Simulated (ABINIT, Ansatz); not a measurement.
# LaBiS2O (P4/nmm): G0W0 on several meshes in ABINIT

Wanted: mesh dependence and cost of G0W0 for LaBiS2O (P4/nmm).

Main program and level: ABINIT 10.8.3; PBEsol and many-body steps on it, plane waves.

**1. Set-up**

It takes space group P4/nmm (No. 129, tetragonal). The conventional cell has a = 4.055 Å, b = 4.055 Å, c = 14.173 Å, α = 90.00°, β = 90.00°, γ = 90.00°. La has 4 O at 2.38 Å and 4 S at 3.21 Å nearest. Nearest to Bi lie 5 S at 2.52 to 2.88 Å. Nearest to S lie 4 Bi at 2.88 Å. S has 1 Bi at 2.52 Å and 4 La at 3.21 Å nearest. O has 4 La at 2.38 Å nearest. Farther neighbours and most contacts between anions are not listed.

Coordinates:

```cif
data_structure
_symmetry_space_group_name_H-M 'P 1'
_symmetry_Int_Tables_number 1
_cell_length_a 4.0555
_cell_length_b 4.0555
_cell_length_c 14.1733
_cell_angle_alpha 90.000
_cell_angle_beta 90.000
_cell_angle_gamma 90.000
_cell_volume 233.11
loop_
_atom_site_label
_atom_site_type_symbol
_atom_site_fract_x
_atom_site_fract_y
_atom_site_fract_z
_atom_site_occupancy
La1 La 0.50000 0.00000 0.58774 1
La2 La 0.00000 0.50000 0.41226 1
Bi3 Bi 0.00000 0.50000 0.86777 1
Bi4 Bi 0.50000 0.00000 0.13223 1
S5 S 0.50000 0.00000 0.89002 1
S6 S 0.00000 0.50000 0.10998 1
S7 S 0.00000 0.50000 0.69020 1
S8 S 0.50000 0.00000 0.30980 1
O9 O 0.00000 0.00000 0.50000 1
O10 O 0.50000 0.50000 0.50000 1
```

The cell and positions are those that the Materials Project relaxed with its own functionals (PBE, PBE+U or r2SCAN), kept fixed. Spin-orbit coupling is left out unless a step names it.

**2. Empty states on the mesh, 4×4×1 mesh, 253 bands**

This step: ABINIT 10.8.3; DFT, PBEsol, plane waves, norm-conserving pseudopotentials.

The sums over transitions need many empty states on a uniform mesh; this step solves for them.

run.abi reads:

```
acell 3*1.0 Angstrom
rprim 
  4.055497000000 0.000000000000 0.000000000000
  0.000000000000 4.055497000000 0.000000000000
  0.000000000000 0.000000000000 14.173265000000
ntypat 4
znucl 57 83 16 8
natom 10
typat 1 1 2 2 3 3 3 3 4 4
xred 
  0.500000000000 0.000000000000 0.587742000000
  0.000000000000 0.500000000000 0.412258000000
  0.000000000000 0.500000000000 0.867775000000
  0.500000000000 0.000000000000 0.132225000000
  0.500000000000 0.000000000000 0.890020000000
  0.000000000000 0.500000000000 0.109980000000
  0.000000000000 0.500000000000 0.690201000000
  0.500000000000 0.000000000000 0.309799000000
  0.000000000000 0.000000000000 0.500000000000
  0.500000000000 0.500000000000 0.500000000000
pp_dirpath "pseudos"
pseudos "La.upf, Bi.upf, S.upf, O.upf"
ecut 50
ngkpt 4 4 1
nshiftk 1
shiftk 0 0 0
kptopt 1
chksymbreak 0
iscf -2
irdden 1
istwfk *1
nband 253
nbdbuf 22
tolwfr 1e-09
nstep 60
prtvol 0
indata_prefix "in"
outdata_prefix "out"
tmpdata_prefix "tmp"
```

The run is started by

```sh
OMP_NUM_THREADS=1 mpirun -n 4 abinit run.abi > log
```

Numbers of over 12 decimals in the logs are rounded to 6 here.

The log of the run:

```text
.Version 10.8.3 of ABINIT. v10.8.2 released Aug 2026.

 Symmetries : space group P4/n m m (#129); Bravais tP (primitive tetrag.)
[... echo of the input left out ...]
== DATASET  1 ==================================================================
-   mpi_nproc: 4, omp_nthreads: 1 (-1 if OMP is not activated)

--- !DatasetInfo
iteration_state: {dtset: 1, }
dimensions: {natom: 10, nkpt: 6, mband: 253, nsppol: 1, nspinor: 1, nspden: 1, mpw: 26636, }
cutoff_energies: {ecut:  50.0, pawecutdg:  -1.0, }
[...]
1.67226    1.67536    1.68639    1.68815    1.68815    1.69399    1.69780    1.69780
   1.70026    1.70900    1.72631    1.72632    1.73033    1.73347    1.74488    1.74497
   1.75324    1.75432    1.78632    1.78701    1.79567
 prteigrs : prtvol=0 or 1, do not print more k-points.

== END DATASET(S) ==============================================================
================================================================================

 -outvars: echo values of variables after computation  --------
            nband         253
             nkpt           6
          spgroup         129
 [... the other variables as echoed above ...]

 Calculation completed.
```

Run time: 11 min. Hardware: 4 MPI ranks of Arm Neoverse V2, shared host; peak memory 1.2 GiB; 45 min of CPU time.

Numbers from this step:

- gap: 0.8512 eV
- k of the valence top: 0.5, 0, 0
- k of the conduction bottom: 0.5, 0, 0
- least direct gap: 0.8512 eV
- k points computed: 6
- lowest point of the top converged band, above the valence top: 40.85 eV

On this mesh the gap is 0.851 eV.

The density comes from a self-consistent run that is not shown.

**3. Screening, 4×4×1 mesh, 120 bands, screening to 98 eV**

The RPA dielectric matrix is built and inverted for each q.

This step: RPA screening on PBEsol, plane waves, norm-conserving pseudopotentials.

run.abi, as its differences from that of step 2:

```diff
@@ -28,10 +28,11 @@
 chksymbreak 0
-iscf -2
-irdden 1
 istwfk *1
-nband 253
-nbdbuf 22
-tolwfr 1e-09
-nstep 60
-prtvol 0
+occopt 1
+irdwfk 1
+optdriver 3
+nband 120
+ecuteps 3.6
+inclvkb 2
+awtr 1
+symchi 1
 indata_prefix "in"
```

The log of the run:

```text
.Version 10.8.3 of ABINIT. v10.8.2 released Aug 2026.

 Symmetries : space group P4/n m m (#129); Bravais tP (primitive tetrag.)
[... echo of the input left out ...]
== DATASET  1 ==================================================================
-   mpi_nproc: 4, omp_nthreads: 1 (-1 if OMP is not activated)

--- !DatasetInfo
iteration_state: {dtset: 1, }
dimensions: {natom: 10, nkpt: 6, mband: 120, nsppol: 1, nspinor: 1, nspden: 1, mpw: 26636, }
cutoff_energies: {ecut:  50.0, pawecutdg:  -1.0, }
electrons: {nelect:   8.80000000E+01, charge:   0.00000000E+00, occopt:   1.00000000E+00, tsmear:   1.00000000E-02, }

 SCREENING: Calculation of the susceptibility and dielectric matrices

 Based on a program developped by R.W. Godby, V. Olevano, G. Onida, and L. Reining.
 Incorporated in ABINIT by V. Olevano, G.-M. Rignanese, and M. Torrent.
.Using double precision arithmetic ; gwpc =  8

[... cell and pseudopotentials left out ...]
--------------------------------------------------------------------------------

 ==== K-mesh for the wavefunctions ====
 Number of points in the irreducible wedge :     6
[... list of points left out ...]
 Together with 16 symmetry operations and time-reversal symmetry
 yields    16 points in the full Brillouin Zone.

 ==== Q-mesh for the screening function ====
 Number of points in the irreducible wedge :     6
[... list of points left out ...]
 Together with 16 symmetry operations and time-reversal symmetry
 yields    16 points in the full Brillouin Zone.

 setmesh: FFT mesh size selected  =    32x   32x  120
          total number of points  =       122880

 vcoul_init : cutoff-mode = AUXILIARY_FUNCTION
 q-points for optical limit:   1
     1)      0.000010    0.000020    0.000030

- screening: taking advantage of time-reversal symmetry
- Maximum band index for partially occupied states nbvw = 44
- Remaining bands to be divided among processors   nbcw = 76
- Number of bands treated by each node ~19

 Number of electrons calculated from density =   88.0000; Expected =   88.0000
 average of density, n =  0.055941
 r_s =    1.6220
 omega_plasma =   22.8150 [eV]

 calculating chi0 at frequencies [eV] :
  1    0.000000E+00    0.000000E+00
  2    0.000000E+00    2.281495E+01

--------------------------------------------------------------------------------
  q-point number  1        q = ( 0.000000, 0.000000, 0.000000) [r.l.u.]
--------------------------------------------------------------------------------
[... chi0 elements left out ...]
 For q-point:  0.000010 0.000020 0.000030
  dielectric constant =  25.0113
  dielectric constant without local fields =  27.3983

  Average fulfillment of the sum rule on Im[epsilon] for q-point    1 :     51.33  [%]
[... wings left out ...]
  q-point number  2        q = ( 0.250000, 0.000000, 0.000000) [r.l.u.]
--------------------------------------------------------------------------------
[... chi0 elements left out ...]
  Average fulfillment of the sum rule on Im[epsilon] for q-point    2 :     53.17  [%]

 [... 4 further q-points ...]
```

It took 4.8 min on 4 MPI ranks; peak memory 6 GiB.

Numbers from this step:

```yaml
eps_infinity_with_local_fields_on_this_mesh_along_the_program_s_q_direction: 25.01
the_same_without_local_fields: 27.40
plasma_frequency: 22.82 eV
plane_waves_in_the_screening_matrix: 523
```

Local fields lower ε∞ by 9 %. On a Γ-centred mesh this coarse the value itself is usually too large, while a short band sum pulls it down.

**4. 4×4×1**

The self-energy is evaluated for the states that the input lists, and the levels follow from it, in one-shot runs by the linearised quasiparticle equation.

This step: G0W0 on PBEsol, plane waves, norm-conserving pseudopotentials.

run.abi, as its differences from that of step 3:

```diff
@@ -31,8 +31,17 @@
 irdwfk 1
-optdriver 3
+optdriver 4
 nband 120
+gwcalctyp 0
+ecutsigx 50
+symsigma 1
+nkptgw 2
+kptgw 
+  0.5000000000 0.0000000000 0.0000000000
+  0.0000000000 0.0000000000 0.0000000000
+bdgw 
+  43 46
+  43 46
 ecuteps 3.6
-inclvkb 2
-awtr 1
-symchi 1
+irdscr 1
+ppmodel 1
 indata_prefix "in"
```

The log of the run:

```text
.Version 10.8.3 of ABINIT. v10.8.2 released Aug 2026.

 Symmetries : space group P4/n m m (#129); Bravais tP (primitive tetrag.)
[... echo of the input left out ...]
== DATASET  1 ==================================================================
-   mpi_nproc: 4, omp_nthreads: 1 (-1 if OMP is not activated)

--- !DatasetInfo
iteration_state: {dtset: 1, }
dimensions: {natom: 10, nkpt: 6, mband: 120, nsppol: 1, nspinor: 1, nspden: 1, mpw: 26636, }
cutoff_energies: {ecut:  50.0, pawecutdg:  -1.0, }
electrons: {nelect:   8.80000000E+01, charge:   0.00000000E+00, occopt:   1.00000000E+00, tsmear:   1.00000000E-02, }

 SIGMA: Calculation of the GW corrections

 Based on a program developped by R.W. Godby, V. Olevano, G. Onida, and L. Reining.
 Incorporated in ABINIT by V. Olevano, G.-M. Rignanese, and M. Torrent.
.Using double precision arithmetic ; gwpc =  8

[... cell and pseudopotentials left out ...]
--------------------------------------------------------------------------------

 ==== K-mesh for the wavefunctions ====
 Number of points in the irreducible wedge :     6
[... list of points left out ...]
 Together with 16 symmetry operations and time-reversal symmetry
 yields    16 points in the full Brillouin Zone.

 ==== Q-mesh for screening function ====
 Number of points in the irreducible wedge :     6
[... list of points left out ...]
 Together with 16 symmetry operations and time-reversal symmetry
 yields    16 points in the full Brillouin Zone.

 vcoul_init : cutoff-mode = AUXILIARY_FUNCTION
 q-points for optical limit:   1
     1)      0.000010    0.000020    0.000030
 setmesh: FFT mesh size selected  =    50x   50x  180
          total number of points  =       450000

 Number of electrons calculated from density =   88.0000; Expected =   88.0000
 average of density, n =  0.055941
 r_s =    1.6220
 omega_plasma =   22.8150 [eV]

 === KS Band Gaps ===
  >>>> For spin  1
   Minimum direct gap =   0.8509 [eV], located at k-point      :   0.5000  0.0000  0.0000
   Fundamental gap    =   0.8509 [eV], Top of valence bands at :   0.5000  0.0000  0.0000
                                       Bottom of conduction at :   0.5000  0.0000  0.0000
 SIGMA fundamental parameters:
 PLASMON POLE MODEL  1
 number of plane-waves for SigmaX                26549
 number of plane-waves for SigmaC and W            523
 number of plane-waves for wavefunctions         26549
 number of bands                                   120
 number of independent spin polarizations            1
 number of spinorial components                      1
 number of k-points in IBZ                           6
 number of q-points in IBZ                           6
 number of symmetry operations                      16
 number of k-points in BZ                           16
 number of q-points in BZ                           16
 number of frequencies for dSigma/dE                 9
 frequency step for dSigma/dE [eV]                0.25
 number of omega for Sigma on real axis              0
 max omega for Sigma on real axis  [eV]           0.00
 zcut for avoiding poles [eV]                     0.10

 EPSILON^-1 parameters (SCR file):
 dimension of the eps^-1 matrix on file            523
 dimension of the eps^-1 matrix used               523
 number of plane-waves for wavefunctions         26549
 number of bands                                   120
 number of q-points in IBZ                           6
 number of frequencies                               2
 number of real frequencies                          1
 number of imag frequencies                          1

 matrix elements of self-energy operator (all in [eV])

 Perturbative Calculation

--- !SelfEnergy_ee
iteration_state: {dtset: 1, }
kpoint     : [   0.500,    0.000,    0.000, ]
spin       : 1
KS_gap     :    0.851
QP_gap     :    0.996
Delta_QP_KS:    0.145
data: !SigmaeeData |
     Band     E0 <VxcDFT>   SigX SigC(E0)      Z dSigC/dE  Sig(E)    E-E0       E
       43   4.386 -13.203 -14.865   2.100   0.780  -0.281 -12.862   0.342   4.728
       44   4.386 -13.203 -14.865   2.100   0.780  -0.281 -12.862   0.342   4.728
       45   5.237 -11.361  -8.791  -1.960   0.799  -0.252 -10.874   0.487   5.724
       46   5.237 -11.361  -8.791  -1.960   0.799  -0.252 -10.874   0.487   5.724

--- !SelfEnergy_ee
iteration_state: {dtset: 1, }
kpoint     : [   0.000,    0.000,    0.000, ]
spin       : 1
KS_gap     :    3.422
QP_gap     :    5.300
Delta_QP_KS:    1.879
data: !SigmaeeData |
     Band     E0 <VxcDFT>   SigX SigC(E0)      Z dSigC/dE  Sig(E)    E-E0       E
       43   4.372 -14.620 -18.122   3.774   0.759  -0.317 -14.413   0.207   4.579
       44   4.372 -14.620 -18.122   3.774   0.759  -0.317 -14.413   0.207   4.579
       45   7.794 -11.741  -4.681  -4.398   0.783  -0.276  -9.655   2.086   9.880
       46   8.068 -12.287  -8.035  -2.898   0.791  -0.264 -11.215   1.072   9.140

== END DATASET(S) ==============================================================
================================================================================

 -outvars: echo values of variables after computation  --------
           etotal      0.0000000000E+00
            nband         120
             nkpt           6
          spgroup         129
 [... the other variables as echoed above ...]

 Calculation completed.
```

Elapsed: 34 s, on 4 MPI ranks; peak memory 3.7 GiB.

Numbers from this step:

- G0W0 gap on the points computed: 0.9960 eV
- starting gap on the mesh: 0.8512 eV
- k of the valence top: 0.5, 0, 0
- k of the conduction bottom: 0.5, 0, 0
- Z at the valence top: 0.78
- Z at the conduction bottom: 0.799
- least direct G0W0 gap on the computed points: 0.9960 eV

The gap on the mesh goes from 0.85 eV to 1.00 eV, a correction of +0.14 eV.

**5. Empty states on the mesh, 2×2×1 mesh, 132 bands**

This step: DFT, PBEsol, plane waves, norm-conserving pseudopotentials.

run.abi, as its differences from that of step 4:

```diff
@@ -23,3 +23,3 @@
 ecut 50
-ngkpt 4 4 1
+ngkpt 2 2 1
 nshiftk 1
@@ -28,20 +28,10 @@
 chksymbreak 0
+iscf -2
+irdden 1
 istwfk *1
-occopt 1
-irdwfk 1
-optdriver 4
-nband 120
-gwcalctyp 0
-ecutsigx 50
-symsigma 1
-nkptgw 2
-kptgw 
-  0.5000000000 0.0000000000 0.0000000000
-  0.0000000000 0.0000000000 0.0000000000
-bdgw 
-  43 46
-  43 46
-ecuteps 3.6
-irdscr 1
-ppmodel 1
+nband 132
+nbdbuf 12
+tolwfr 1e-09
+nstep 60
+prtvol 0
 indata_prefix "in"
```

The run is started by

```sh
OMP_NUM_THREADS=1 mpirun -n 3 abinit run.abi > log
```

The log of the run:

```text
.Version 10.8.3 of ABINIT. v10.8.2 released Aug 2026.

 Symmetries : space group P4/n m m (#129); Bravais tP (primitive tetrag.)
[... echo of the input left out ...]
== DATASET  1 ==================================================================
-   mpi_nproc: 3, omp_nthreads: 1 (-1 if OMP is not activated)

--- !DatasetInfo
iteration_state: {dtset: 1, }
dimensions: {natom: 10, nkpt: 3, mband: 132, nsppol: 1, nspinor: 1, nspden: 1, mpw: 26636, }
cutoff_energies: {ecut:  50.0, pawecutdg:  -1.0, }
[...]
0.82585    0.83161    0.87382    0.87584    0.87584    0.87595    0.89937    0.89937
   0.90875    0.90919    0.92800    0.93370    0.93714    0.98410    0.98484    0.98488
   0.98824    0.99976    0.99990    1.01086
 prteigrs : prtvol=0 or 1, do not print more k-points.

== END DATASET(S) ==============================================================
================================================================================

 -outvars: echo values of variables after computation  --------
            nband         132
             nkpt           3
          spgroup         129
 [... the other variables as echoed above ...]

 Calculation completed.
```

Run time: 2.6 min. Hardware: 3 MPI ranks; peak memory 0.57 GiB; 7.8 min of CPU time.

This step gave:

```yaml
gap: 0.8512 eV
k_of_the_valence_top: 0.5, 0, 0
k_of_the_conduction_bottom: 0.5, 0, 0
least_direct_gap: 0.8512 eV
k_points_computed: 3
lowest_point_of_the_top_converged_band_above_the_valence_top: 19.43 eV
```

On this mesh the gap is 0.851 eV.

**6. Screening, 2×2×1 mesh, 120 bands, screening to 98 eV**

This step: RPA screening on PBEsol, plane waves, norm-conserving pseudopotentials.

run.abi, as its differences from that of step 5:

```diff
@@ -28,10 +28,11 @@
 chksymbreak 0
-iscf -2
-irdden 1
 istwfk *1
-nband 132
-nbdbuf 12
-tolwfr 1e-09
-nstep 60
-prtvol 0
+occopt 1
+irdwfk 1
+optdriver 3
+nband 120
+ecuteps 3.6
+inclvkb 2
+awtr 1
+symchi 1
 indata_prefix "in"
```

The run is started by

```sh
OMP_NUM_THREADS=1 mpirun -n 4 abinit run.abi > log
```

The log of the run:

```text
.Version 10.8.3 of ABINIT. v10.8.2 released Aug 2026.

 Symmetries : space group P4/n m m (#129); Bravais tP (primitive tetrag.)
[... echo of the input left out ...]
== DATASET  1 ==================================================================
-   mpi_nproc: 4, omp_nthreads: 1 (-1 if OMP is not activated)

--- !DatasetInfo
iteration_state: {dtset: 1, }
dimensions: {natom: 10, nkpt: 3, mband: 120, nsppol: 1, nspinor: 1, nspden: 1, mpw: 26636, }
cutoff_energies: {ecut:  50.0, pawecutdg:  -1.0, }
electrons: {nelect:   8.80000000E+01, charge:   0.00000000E+00, occopt:   1.00000000E+00, tsmear:   1.00000000E-02, }

 SCREENING: Calculation of the susceptibility and dielectric matrices

 Based on a program developped by R.W. Godby, V. Olevano, G. Onida, and L. Reining.
 Incorporated in ABINIT by V. Olevano, G.-M. Rignanese, and M. Torrent.
.Using double precision arithmetic ; gwpc =  8

[... cell and pseudopotentials left out ...]
--------------------------------------------------------------------------------

 ==== K-mesh for the wavefunctions ====
 Number of points in the irreducible wedge :     3
[... list of points left out ...]
 Together with 16 symmetry operations and time-reversal symmetry
 yields     4 points in the full Brillouin Zone.

 ==== Q-mesh for the screening function ====
 Number of points in the irreducible wedge :     3
[... list of points left out ...]
 Together with 16 symmetry operations and time-reversal symmetry
 yields     4 points in the full Brillouin Zone.

 setmesh: FFT mesh size selected  =    32x   32x  120
          total number of points  =       122880

 vcoul_init : cutoff-mode = AUXILIARY_FUNCTION
 q-points for optical limit:   1
     1)      0.000010    0.000020    0.000030

- screening: taking advantage of time-reversal symmetry
- Maximum band index for partially occupied states nbvw = 44
- Remaining bands to be divided among processors   nbcw = 76
- Number of bands treated by each node ~19

 Number of electrons calculated from density =   88.0000; Expected =   88.0000
 average of density, n =  0.055941
 r_s =    1.6220
 omega_plasma =   22.8150 [eV]

 calculating chi0 at frequencies [eV] :
  1    0.000000E+00    0.000000E+00
  2    0.000000E+00    2.281495E+01

--------------------------------------------------------------------------------
  q-point number  1        q = ( 0.000000, 0.000000, 0.000000) [r.l.u.]
--------------------------------------------------------------------------------
[... chi0 elements left out ...]
 For q-point:  0.000010 0.000020 0.000030
  dielectric constant =  67.5714
  dielectric constant without local fields =  82.3350

  Average fulfillment of the sum rule on Im[epsilon] for q-point    1 :     51.68  [%]
[... wings left out ...]
  q-point number  2        q = ( 0.500000, 0.000000, 0.000000) [r.l.u.]
--------------------------------------------------------------------------------
[... chi0 elements left out ...]
  Average fulfillment of the sum rule on Im[epsilon] for q-point    2 :     45.64  [%]

 [... 1 further q-points ...]
```

The job ended after 1.8 min (4 MPI ranks; peak memory 4.2 GiB; 7.4 min of CPU time).

Numbers from this step:

* ε∞ with local fields, on this mesh, along the program's q direction: 67.57
* the same without local fields: 82.33
* plasma frequency: 22.82 eV
* plane waves in the screening matrix: 523

[end of part 1 of 2]

[Paths, hosts, dates, memory and timing lines, banners, echoed tables and standing remarks are left out of the program output.]

[Logs are printed without paths, hosts, clocks, repeated set-up lines and the standing remarks that a program may print on its own settings, such as how far it seeks lower states.]

[Runs of the session that timed out or met a known fault of the program may be left out.]

[Hosts, paths, dates, database ids (printed as entryN), source tags and the programs' standing remarks are cut or masked in the printed files.]

[G0W0 gaps are taken among the corrected bands and points alone; a level outside them can change the order at an edge.]

[Where Ansatz stands beside ABINIT at settings called matched, ABINIT's density can come from a denser mesh and the files from another edition; pairs whose starting gaps differed by over 0.03 eV were left out, so agreement reads better than it is.]
